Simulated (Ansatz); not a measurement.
# Tetragonal PbO monolayer in a perpendicular field, part 3 of 3

What dipole does a perpendicular field induce in the tetragonal PbO monolayer, and does the gap follow? A positive field points along +c.

Ansatz 0.2.0; plane-wave DFT, PBE-D3(BJ), Ansatz PAW.

So far, gap on the k-mesh (eV): step 2 (relaxation) 2.59; step 5 (atoms held, field -0.1 V/Å) 2.53; step 6 (single point, field 0.2 V/Å) 2.45; step 7 (atoms held, field -0.2 V/Å) 2.45; step 8 (atoms held, field 0.35 V/Å) 2.31.

### Step 10. Relaxing in the field, field 0.1 V/Å

This step: plane-wave DFT, PBE-D3(BJ), Ansatz PAW (Ansatz 0.2.0).

Now the atoms may follow the field. A weak field makes forces of meV/Å to tens of meV/Å, so the force tolerance is set well below the usual one.

File input.yaml:

```yaml
crystal:
  lattice:
    - [4.012965107, 0.0, 0.0]
    - [0.0, 4.012965107, 0.0]
    - [0.0, 0.0, 20.4128326441]
  atoms:
    - { symbol: Pb, position: [0.5, 0.0, 0.4408991225] }
    - { symbol: O, position: [0.0, 0.0, 0.5] }
    - { symbol: O, position: [0.5, 0.5, 0.5] }
    - { symbol: Pb, position: [0.0, 0.5, 0.5591008775] }
kpoints:
  mp_grid: { grid: [8, 8, 1] }
hamiltonian:
  xc: pbe
  dispersion: d3bj
scf:
  occupations: { method: fermi_dirac, width: 0.02585 }
  convergence: { dr2_threshold: 1.0e-10 }
efield:
  axis: 3
  dipole_correction: true
  ramp_position: 0.9588
  ramp_width: 0.0823
  amplitude: 0.1
relax:
  f_tol: 0.001
  max_steps: 60
output:
  write_potential: true
  write_density: true
  volumetric_format: npy
```

The run is started by

```sh
$ ansatz run input.yaml --threads 2 --pin off --max-ram 3072MiB --backend cpu --events-out ev --progress --plain --runs-dir out
```

Numbers of over 12 decimals in the logs are rounded to 6 here.

The log of the run:

```text
[...]
Crystal: 4 atoms, lattice volume = 328.726 Å³
Basis set: ecut = 420 eV, 6429 PW (Γ), exchange–correlation on 54×54×288 points (8 copies of the dense FFT grid, shifted against one another)
Bands: 24, of which v1, the nominal top of the filled ones, is band 20 counted from 1 (19 counted from 0)
Symmetry: 8 space group operations
k-points: 15 of 64
[...]
SCF iter   1: F=—  HF=-24952.902570 eV  |F-HF|=—  |Δ(HF+E_count)|=         —  Δρ=6.89e-2  dr2=2.14e1  ethr=3.10e-3  p=0.046 e·Å  D=2.51e-2 V/Å  ΔV_dip=-0.51 eV  dr2_dipole=2.19e-4  V_vac-E_F(+/−)=6.75/5.45 eV  ⟨swp⟩=7.5  Hψ=1998  notcnv=0
[...]
SCF iter  13: F=-24947.638286 eV  HF=-24947.638286 eV  |F-HF|=6.91e-11  |Δ(HF+E_count)|=  5.46e-11  Δρ=5.50e-8  dr2=2.10e-11  ethr=1.00e-12  p=0.043 e·Å  D=2.39e-2 V/Å  ΔV_dip=-0.49 eV  dr2_dipole=5.11e-12  V_vac-E_F(+/−)=3.91/2.60 eV  ⟨swp⟩=7.6  Hψ=2090  notcnv=0
SCF 1 converged in 13 iterations: F = -24947.638286 eV  dr2 = 2.10e-11
[...]
relax step   1: F+E_penalty+E_count = -24947.63828562 eV  Δ(F+E_penalty+E_count) = +0.000e0 eV  max|allowed force component| = 3.739e-2 eV/Å  Δτ_max = 0.0000 Å  (13 SCF iters, accepted)
[...]
SCF iter   8: F=-24947.638308 eV  HF=-24947.638308 eV  |F-HF|=2.18e-11  |Δ(HF+E_count)|=  6.55e-11  Δρ=1.18e-7  dr2=4.71e-11  ethr=1.00e-12  p=0.047 e·Å  D=2.61e-2 V/Å  ΔV_dip=-0.53 eV  dr2_dipole=5.12e-13  V_vac-E_F(+/−)=3.89/2.61 eV  ⟨swp⟩=6.7  Hψ=2288  notcnv=0
SCF 2 converged in 8 iterations: F = -24947.638308 eV  dr2 = 4.71e-11
[...]
relax step   2: F+E_penalty+E_count = -24947.63830776 eV  Δ(F+E_penalty+E_count) = -2.213e-5 eV  max|allowed force component| = 3.420e-2 eV/Å  Δτ_max = 0.0031 Å  (8 SCF iters, accepted)
SCF iter   1: F=—  HF=-24947.638334 eV  |F-HF|=—  |Δ(HF+E_count)|=         —  Δρ=7.37e-5  dr2=1.26e-4  ethr=3.17e-6  p=0.047 e·Å  D=2.61e-2 V/Å  ΔV_dip=-0.53 eV  dr2_dipole=2.92e-5  V_vac-E_F(+/−)=3.89/2.61 eV  ⟨swp⟩=2.0  Hψ=846  notcnv=0
[...]
SCF iter   8: F=-24947.638390 eV  HF=-24947.638390 eV  |F-HF|=1.09e-11  |Δ(HF+E_count)|=  3.27e-11  Δρ=6.97e-8  dr2=1.24e-11  ethr=1.00e-12  p=0.046 e·Å  D=2.51e-2 V/Å  ΔV_dip=-0.51 eV  dr2_dipole=6.61e-14  V_vac-E_F(+/−)=3.90/2.60 eV  ⟨swp⟩=7.7  Hψ=2065  notcnv=0
SCF 3 converged in 8 iterations: F = -24947.638390 eV  dr2 = 1.24e-11
relax step   3: F+E_penalty+E_count = -24947.63838975 eV  Δ(F+E_penalty+E_count) = -8.199e-5 eV  max|allowed force component| = 2.741e-4 eV/Å  Δτ_max = 0.0015 Å  (8 SCF iters, accepted)
[...]
the band table was solved once a step of the walk had ended and its energy, with any forces and stress, was formed, with the checks that follow a solve (1946 applications of the Hamiltonian). They found nothing against the state; the energy, forces and stress were not computed again (output.eigenvalues in the input reference)
[...]
SCF converged after 8 iterations
Free energy (F): -24947.638390 eV
[...]
Internal energy: -24947.638390 eV  (E = F + TS)
E sigma→0 (E₀):  -24947.638390 eV
Fermi energy:    -0.229344 eV
Dipole field:    D = 0.025080 V/Å  (p = 0.045561 e·Å, saw-weighted, corrected)
Work function:   not extracted (applied field tilts the vacuum); planar V_es + V_field profile in the machine report
[...]
--- Forces (eV/Å), atoms counted from 1 ---
  atom   1  Pb    -0.00000000     0.00000000    -0.00027053
  atom   2  O     -0.00000000    -0.00000000     0.00000095
  atom   3  O      0.00000000     0.00000000     0.00000095
  atom   4  Pb     0.00000000     0.00000000     0.00027592
  max |Σ_I F_I| component: 7.28e-6 eV/Å
--- Band table (eV; the first three rows and the last of 15) ---
  k-point 0: bands = [... 16 lower, -2.5987, -2.5122, -2.5122, -1.5187, 1.0187, 1.1496, 2.7338, 3.3858]
  k-point 1: bands = [... 16 lower, -2.8602, -2.6151, -2.4774, -1.5306, 1.3100, 1.4476, 2.8922, 3.4046]
  k-point 2: bands = [... 16 lower, -3.1640, -2.9035, -2.6109, -1.6003, 1.9199, 2.1006, 2.5351, 3.3834]
  k-point 14: bands = [... 16 lower, -2.7940, -2.7831, -1.9048, -1.8982, 1.6866, 1.6866, 3.7008, 3.7008]
--- Relaxed structure (3 steps of the walk, 3 accepted, 0 SCFs on fresh bases) ---
  F+E_penalty+E_count = -24947.63838975 eV   max|allowed force component| = 2.741e-4 eV/Å
  atoms:
    - { symbol: Pb, position: [0.500000, 0.0, 0.440965] }
    - { symbol: O, position: [0, 0.0, 0.499928] }
    - { symbol: O, position: [0.500000, 0.500000, 0.499928] }
    - { symbol: Pb, position: [0, 0.500000, 0.559180] }
```

Elapsed: 13 s, on 2 threads of AMD EPYC 7B13 (Zen 3), shared host; peak memory 0.51 GiB; 25 s of CPU time.

Hardly anything moved in the relaxation; the energy changed by under 0.2 meV an atom.

This step gave:

* gap on the k-mesh: 2.537 eV
* dipole along the normal: 0.04556 e·Å

The relaxation took 3 steps and lowered the energy by 1.0e-4 eV; the largest force on the free atoms ends at 2.7e-4 eV/Å.

The dipole is 0.0456 e·Å, and the gap on the mesh 2.537 eV.

### Step 11. Field on, atoms free, field -0.1 V/Å

The opposite sign, again from the field-free geometry; the difference of the two cancels what relaxes without a field.

input.yaml: that of step 10 with these lines changed.

```diff
@@ -23,3 +23,3 @@
   ramp_width: 0.0823
-  amplitude: 0.1
+  amplitude: -0.1
 relax:
```

The log of the run:

```text
[...]
Crystal: 4 atoms, lattice volume = 328.726 Å³
Basis set: ecut = 420 eV, 6429 PW (Γ), exchange–correlation on 54×54×288 points (8 copies of the dense FFT grid, shifted against one another)
Bands: 24, of which v1, the nominal top of the filled ones, is band 20 counted from 1 (19 counted from 0)
Symmetry: 8 space group operations
k-points: 15 of 64
[...]
k-point 14: bands = [... 16 lower, -2.7941, -2.7832, -1.9049, -1.8984, 1.6865, 1.6865, 3.7006, 3.7006]
--- Relaxed structure (3 steps of the walk, 3 accepted, 0 SCFs on fresh bases) ---
  F+E_penalty+E_count = -24947.63838974 eV   max|allowed force component| = 2.744e-4 eV/Å
  atoms:
    - { symbol: Pb, position: [0.500000, 0.0, 0.440820] }
    - { symbol: O, position: [0, 0.0, 0.500072] }
    - { symbol: O, position: [0.500000, 0.500000, 0.500072] }
    - { symbol: Pb, position: [0, 0.500000, 0.559035] }
[key lines of the parts left out:]
SCF converged after 8 iterations
Free energy (F): -24947.638390 eV
Fermi energy:    -0.229497 eV
Dipole field:    D = -0.025080 V/Å  (p = -0.045562 e·Å, saw-weighted, corrected)
```

Run time: 12 s. Hardware: 2 threads; peak memory 0.54 GiB.

No atom moved by 0.005 Å in the relaxation.

Numbers from this step:

```yaml
dipole_along_the_normal: -0.04556 e·Å
```

The relaxation took 3 steps and lowered the energy by 1.0e-4 eV; the largest force on the free atoms ends at 2.7e-4 eV/Å.

The dipole is -0.0456 e·Å, and the gap on the mesh 2.537 eV.

### Step 12. Response, atoms relaxed

This step: plane-wave DFT, PBE-D3(BJ), Ansatz PAW; response to a field along the normal, atoms relaxed (Ansatz 0.2.0).

The same analysis on the two relaxed runs holds the ionic part too; their mesh is coarser, so small differences from the held value can come from that.

This step gave:

```yaml
equivalent_conductor_thickness_p_eps_0ae: 5.120 Å
```

Dipole of the cell against applied field:

```csv
applied field (V/Å),dipole of the cell (e·Å)
-0.1000,-0.0456
0.1000,0.0456
```

Local field over the applied field, running mean. From the potentials at -0.1 and 0.1 V/Å; running mean over 2.5 Å. Local field over applied field against z:

```csv
z (Å),local field over applied field
4.5,0.995
5.0,0.986
5.5,0.968
6.0,0.929
6.5,0.861
7.0,0.780
7.5,0.571
8.0,0.365
8.5,0.0829
9.0,0.119
9.5,0.123
10.0,0.0176
10.5,0.0215
11.0,0.138
11.5,0.102
12.0,0.121
12.5,0.405
13.0,0.609
13.5,0.804
14.0,0.875
14.5,0.938
15.0,0.972
15.5,0.988
16.0,0.995
```

Electrons, planar mean, per unit field. Induced electron density against z:

z (Å), induced electron density (e/Å³ per V/Å) and a bar from the least value:
```
     4.11     0.0000 ###############
     4.39     0.0000 ###############
     4.82     0.0000 ###############
     5.10     0.0001 ###############
     5.39     0.0001 ###############
     5.81     0.0003 ###############
     6.10     0.0004 ###############
     6.38     0.0007 ###############
     6.80     0.0012 ################
     7.09     0.0016 ################
     7.37     0.0019 ################
     7.80     0.0007 ###############
     8.08    -0.0028 #############
     8.36    -0.0096 ##########
     8.79    -0.0093 ##########
     9.07     0.0067 ###################
     9.36     0.0188 ##########################
     9.78     0.0262 ##############################
    10.06     0.0133 #######################
    10.35    -0.0133 #######
    10.63    -0.0262 
    11.06    -0.0188 ####
    11.34    -0.0067 ###########
    11.62     0.0093 ####################
    12.05     0.0096 #####################
    12.33     0.0028 #################
    12.62    -0.0007 ###############
    13.04    -0.0019 ##############
    13.32    -0.0016 ##############
    13.61    -0.0012 ##############
    14.03    -0.0007 ###############
    14.32    -0.0004 ###############
    14.60    -0.0003 ###############
    15.03    -0.0001 ###############
    15.31    -0.0001 ###############
    15.59     0.0000 ###############
    16.02     0.0000 ###############
    16.30     0.0000 ###############
```

The induced dipole is that of a conductor 5.12 Å thick.

### Step 13. A changed input: kpoints.mp_grid.grid = [18, 18, 1]

This step: plane-wave DFT, PBE-D3(BJ), Ansatz PAW (Ansatz 0.2.0).

A run with a changed input: it repeats the earlier run at 0.1 V/Å with kpoints.mp_grid.grid from [12, 12, 1] to [18, 18, 1].

input.yaml: that of step 11 with these lines changed.

```diff
@@ -11,3 +11,6 @@
 kpoints:
-  mp_grid: { grid: [8, 8, 1] }
+  mp_grid: { grid: [18, 18, 1] }
+  band_path:
+    path: [[0, 0, 0], [0.5, 0, 0], [0.5, 0.5, 0], [0, 0, 0]]
+    npoints: 16
 hamiltonian:
@@ -23,6 +26,3 @@
   ramp_width: 0.0823
-  amplitude: -0.1
-relax:
-  f_tol: 0.001
-  max_steps: 60
+  amplitude: 0.1
 output:
```

The log of the run:

```text
[...]
Crystal: 4 atoms, lattice volume = 328.726 Å³
Basis set: ecut = 420 eV, 6429 PW (Γ)
Bands: 24, of which v1, the nominal top of the filled ones, is band 20 counted from 1 (19 counted from 0)
Symmetry: 8 space group operations
k-points: 55 of 324
[...]
SCF iter   1: F=—  HF=-24952.902809 eV  |F-HF|=—  |Δ(HF+E_count)|=         —  Δρ=6.89e-2  dr2=2.14e1  ethr=3.10e-3  p=0.046 e·Å  D=2.51e-2 V/Å  ΔV_dip=-0.51 eV  dr2_dipole=2.18e-4  V_vac-E_F(+/−)=6.73/5.44 eV  ⟨swp⟩=8.0  Hψ=7516  notcnv=0
[...]
SCF iter  12: F=-24947.638331 eV  HF=-24947.638331 eV  |F-HF|=2.55e-11  |Δ(HF+E_count)|=  6.33e-10  Δρ=1.05e-7  dr2=4.06e-11  ethr=1.00e-12  p=0.043 e·Å  D=2.39e-2 V/Å  ΔV_dip=-0.49 eV  dr2_dipole=2.44e-13  V_vac-E_F(+/−)=3.90/2.58 eV  ⟨swp⟩=3.8  Hψ=6123  notcnv=0
SCF 1 converged in 12 iterations: F = -24947.638331 eV  dr2 = 4.06e-11
[...]
SCF converged after 12 iterations
Free energy (F): -24947.638331 eV
[...]
Internal energy: -24947.638331 eV  (E = F + TS)
E sigma→0 (E₀):  -24947.638331 eV
Fermi energy:    -0.216347 eV
Dipole field:    D = 0.023940 V/Å  (p = 0.043491 e·Å, saw-weighted, corrected)
Work function:   not extracted (applied field tilts the vacuum); planar V_es + V_field profile in the machine report
[...]
--- Band table (eV; the first three rows and the last of 55) ---
  k-point 0: bands = [... 16 lower, -2.5994, -2.5132, -2.5132, -1.5190, 1.0117, 1.1550, 2.7243, 3.3916]
  k-point 1: bands = [... 16 lower, -2.6850, -2.5339, -2.4772, -1.5209, 1.0737, 1.2173, 2.7562, 3.4231]
  k-point 2: bands = [... 16 lower, -2.8250, -2.5949, -2.4714, -1.5278, 1.2456, 1.3946, 2.8507, 3.4889]
  k-point 54: bands = [... 16 lower, -2.8072, -2.7701, -1.9046, -1.9003, 1.6863, 1.6863, 3.7012, 3.7012]
```

Run time: 28 s. Hardware: 2 threads; peak memory 0.82 GiB; 55 s of CPU time.

Numbers from this step:

- gap on the k-mesh: 2.531 eV
- dipole along the normal: 0.04349 e·Å
- gap along the path: 2.531 eV
- smallest direct gap along the path: 2.531 eV
- gap, the smaller of path and mesh: 2.531 eV

Electronic bands along the path, in eV, zero at the Fermi level of the run, which the smearing sets inside the gap:

```csv
point,band 17,band 18,band 19,band 20,band 21,band 22,band 23,band 24
Γ,-2.38,-2.30,-2.30,-1.30,1.23,1.37,2.94,3.61
halfway,-2.95,-2.69,-2.40,-1.38,2.13,2.33,2.75,3.59
X,-3.58,-3.58,-1.97,-1.94,2.03,2.12,3.58,3.73
halfway,-2.53,-2.52,-2.11,-2.09,2.08,2.14,3.93,4.04
M,-2.59,-2.55,-1.69,-1.68,1.90,1.90,3.92,3.92
halfway,-3.46,-2.85,-1.91,-1.55,2.16,2.78,3.13,3.68
Γ,-2.38,-2.30,-2.30,-1.30,1.23,1.37,2.94,3.61
```

```csv
quantity,this run,earlier run,difference
dipole along the normal (e·Å),0.04349,0.04349,2.3e-7
gap along the path (eV),2.531,2.531,2.0e-6
smallest direct gap along the path (eV),2.531,2.531,2.0e-6
gap on the k-mesh (eV),2.531,2.531,1.8e-6
```

Nothing in the table moves by 0.01 in its unit (for the dipole 0.5 % and 5e-5 e·Å).

### Step 14. The same run with other settings

Another changed input: it repeats the earlier run at 0.1 V/Å with accuracy to high and kpoints.mp_grid.grid from [12, 12, 1] to [10, 10, 1].

input.yaml: that of step 13 with these lines changed.

```diff
@@ -11,3 +11,3 @@
 kpoints:
-  mp_grid: { grid: [18, 18, 1] }
+  mp_grid: { grid: [10, 10, 1] }
   band_path:
@@ -31 +31,2 @@
   volumetric_format: npy
+accuracy: high
```

The log of the run:

```text
[...]
Crystal: 4 atoms, lattice volume = 328.726 Å³
Basis set: ecut = 420 eV, 6429 PW (Γ)
Bands: 24, of which v1, the nominal top of the filled ones, is band 20 counted from 1 (19 counted from 0)
Symmetry: 8 space group operations
k-points: 21 of 100
[...]
SCF iter   1: F=—  HF=-24952.902514 eV  |F-HF|=—  |Δ(HF+E_count)|=         —  Δρ=6.89e-2  dr2=2.14e1  ethr=3.10e-3  p=0.046 e·Å  D=2.50e-2 V/Å  ΔV_dip=-0.51 eV  dr2_dipole=2.18e-4  V_vac-E_F(+/−)=6.74/5.44 eV  ⟨swp⟩=7.7  Hψ=2842  notcnv=0
[...]
SCF iter  12: F=-24947.638282 eV  HF=-24947.638282 eV  |F-HF|=7.28e-12  |Δ(HF+E_count)|=  5.68e-10  Δρ=9.83e-8  dr2=2.80e-11  ethr=1.00e-12  p=0.043 e·Å  D=2.39e-2 V/Å  ΔV_dip=-0.49 eV  dr2_dipole=3.82e-13  V_vac-E_F(+/−)=3.91/2.59 eV  ⟨swp⟩=3.7  Hψ=2342  notcnv=0
SCF 1 converged in 12 iterations: F = -24947.638282 eV  dr2 = 2.80e-11
[...]
SCF converged after 12 iterations
Free energy (F): -24947.638282 eV
[...]
Internal energy: -24947.638282 eV  (E = F + TS)
E sigma→0 (E₀):  -24947.638282 eV
Fermi energy:    -0.227269 eV
Dipole field:    D = 0.023939 V/Å  (p = 0.043490 e·Å, saw-weighted, corrected)
Work function:   not extracted (applied field tilts the vacuum); planar V_es + V_field profile in the machine report
[...]
--- Band table (eV; the first three rows and the last of 21) ---
  k-point 0: bands = [... 16 lower, -2.5994, -2.5132, -2.5132, -1.5191, 1.0116, 1.1549, 2.7240, 3.3918]
  k-point 1: bands = [... 16 lower, -2.7961, -2.5796, -2.4683, -1.5259, 1.2038, 1.3510, 2.8268, 3.4888]
  k-point 2: bands = [... 16 lower, -3.0444, -2.7699, -2.5560, -1.5610, 1.6617, 1.8415, 2.8147, 3.1577]
  k-point 20: bands = [... 16 lower, -2.8072, -2.7701, -1.9046, -1.9003, 1.6862, 1.6862, 3.7012, 3.7012]
```

Run time: 14 s. Hardware: 2 threads; peak memory 0.6 GiB; 28 s of CPU time.

```csv
quantity,this run,earlier run,difference
dipole along the normal (e·Å),0.04349,0.04349,-1.0e-6
gap along the path (eV),2.531,2.531,-7.4e-5
smallest direct gap along the path (eV),2.531,2.531,-7.4e-5
gap on the k-mesh (eV),2.531,2.531,-7.5e-5
```

Nothing in the table moves by 0.01 in its unit (for the dipole 0.5 % and 5e-5 e·Å).

The change did no harm here.

### Step 15. Summary of results

```
gap without field                             : 2.59 eV
ionisation energy, upper face                 : 4.57 eV
electron affinity, upper face                 : 1.98 eV
equivalent conductor thickness, atoms held    : 4.89 Å
equivalent conductor thickness, atoms relaxed : 5.12 Å
```

What this shows: The induced dipole equals that of a perfect conductor 4.89 Å thick, while the outer atoms lie 2.41 Å apart; an out-of-plane ε follows only once a thickness t is chosen, by 1 − 1/ε = 4.89 Å / t. The gap goes from 2.59 eV to 2.31 eV at 0.35 V/Å. In a field the lowest empty level of a wide-gap layer can be a state in the vacuum, whose place depends on the cell. Letting the atoms follow the field adds 0.23 Å to the equivalent conductor thickness: the ionic part of the response. With the field reversed the gap is 2.45 eV at -0.2 V/Å. Semilocal functionals give gaps that are too small, and excitons are not included. Spin-orbit coupling is left out, which matters for the bands of elements this heavy.

[Logs are printed without paths, hosts, clocks, repeated set-up lines and the standing remarks that a program may print on its own settings, such as how far it seeks lower states.]

[Hosts, paths, dates, database ids (printed as entryN), source tags and the programs' standing remarks are cut or masked in the printed files.]

[Maps of the electrostatic potential energy from Ansatz leave out the sawtooth potential of an applied field or a dipole correction, so their vacuum need not be flat; planar profiles and work functions include it.]
